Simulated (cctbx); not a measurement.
## What is wrong with this refinement?

Cell a = 9.8060 Å, b = 9.8060 Å, c = 6.1820 Å, α = 90.00°, β = 90.00°, γ = 120.00°; space group P6_3 (no. 173). The compound is Sm3GaRuS7.

Simulated single-crystal data (cctbx): Ag Kα, λ = 0.56087 Å, to d = 0.65 Å, 95 % of the full sphere, strongest reflection 70000 counts, noise from counting, a 3 % proportional error and a noise floor of 4 counts (s.d.); no absorption.

An anisotropic refinement with weights 1/σ² prints:

```text
Rint 0.024, 163 unique reflections to 1.31 A
cycle     R1     wR2    GooF  max shift (A)
   1  0.0070  0.0213   1.446   0.00311
   2  0.0052  0.0127   0.861   0.00009
final R1 0.0052 wR2 0.0127 GooF 0.861  parameters 36  data/parameter 4.5
atom        x        y        z      Ueq    occ   su(xyz)  su(Uiso or U11)
Sm1    0.15589  0.78354  0.67057   0.0039  1.000  0.00007  0.0003
Ru1    0.00000  0.00000  0.99205   0.0028  1.000  0.00014  0.0004
Ga1    0.66667  0.33333  0.59871   0.0058  1.000  0.00018  0.0005
S1     0.87535  0.77836  0.75030   0.0060  1.000  0.00036  0.0010
S2     0.66667  0.33333  0.97326   0.0040  1.000  0.00044  0.0011
S3     0.43753  0.91854  0.93960   0.0048  1.000  0.00031  0.0010
difference map: max 0.13 min -0.08 rms 0.03
Q1    0.3333  0.6667  0.6726    2    0.14  1.23 A from S2
Q2    0.0439  0.8254  0.7277    6    0.11  1.40 A from Sm1
Q3    0.1485  0.3365  0.1433    6    0.10  1.22 A from S1
Q4    0.1620  0.4512  0.1369    6    0.08  1.76 A from S3
Q5    0.0684  0.1575  0.5414    6    0.08  1.38 A from Ru1
Q6    0.0625  0.9062  0.8000    6    0.07  1.65 A from S1
```

Q: Accept it or mend it, and why?

Mend it. The fault: data cut at low resolution. Against the right model at the same level, R1 goes from 0.0063 to 0.0052 and GooF from 0.91 to 0.86. The atoms are right, but there are too few data for the parameters: R1 flatters and the s.u.s grow. Data per parameter fall from 36.2 to 4.5.

The compound is Sm3GaRuS7. The right model at the same level gives:

```text
Rint 0.024, 1305 unique reflections to 0.65 A
cycle     R1     wR2    GooF  max shift (A)
   1  0.0159  0.0529   2.934   0.00279
   2  0.0063  0.0165   0.914   0.00001
final R1 0.0063 wR2 0.0165 GooF 0.914  parameters 36  data/parameter 36.2
atom        x        y        z      Ueq    occ   su(xyz)  su(Uiso or U11)
Sm1    0.15590  0.78350  0.67044   0.0041  1.000  0.00002  0.0000
Ru1    0.00000  0.00000  0.99229   0.0030  1.000  0.00003  0.0000
Ga1    0.66667  0.33333  0.59869   0.0054  1.000  0.00004  0.0001
S1     0.87539  0.77848  0.75006   0.0065  1.000  0.00006  0.0001
S2     0.66667  0.33333  0.97352   0.0053  1.000  0.00009  0.0001
S3     0.43740  0.91872  0.93971   0.0053  1.000  0.00005  0.0001
Flack x: -0.004(7)
Hooft y: 0.000(8)  Bijvoet pairs: 601
difference map: max 0.30 min -0.27 rms 0.07
Q1    0.3333  0.6667  0.6778    2    0.31  1.26 A from S2
Q2    0.0614  0.5430  0.1717    6    0.28  1.48 A from S3
Q3    0.0629  0.6512  0.7347    6    0.27  1.22 A from Sm1
Q4    0.1468  0.4501  0.1756    6    0.27  1.85 A from S3
Q5    0.0406  0.6838  0.5881    6    0.26  1.18 A from Sm1
Q6    0.1040  0.4755  0.5627    6    0.25  1.95 A from Sm1
```

The model was made for the exercise: a known structure type with other elements put in, its volume estimated, not relaxed; displacement parameters are assumed.

[Middle refinement cycles are left out of these outputs.]

[Logs are printed without paths, hosts, clocks, repeated set-up lines and the standing remarks that a program may print on its own settings, such as how far it seeks lower states.]
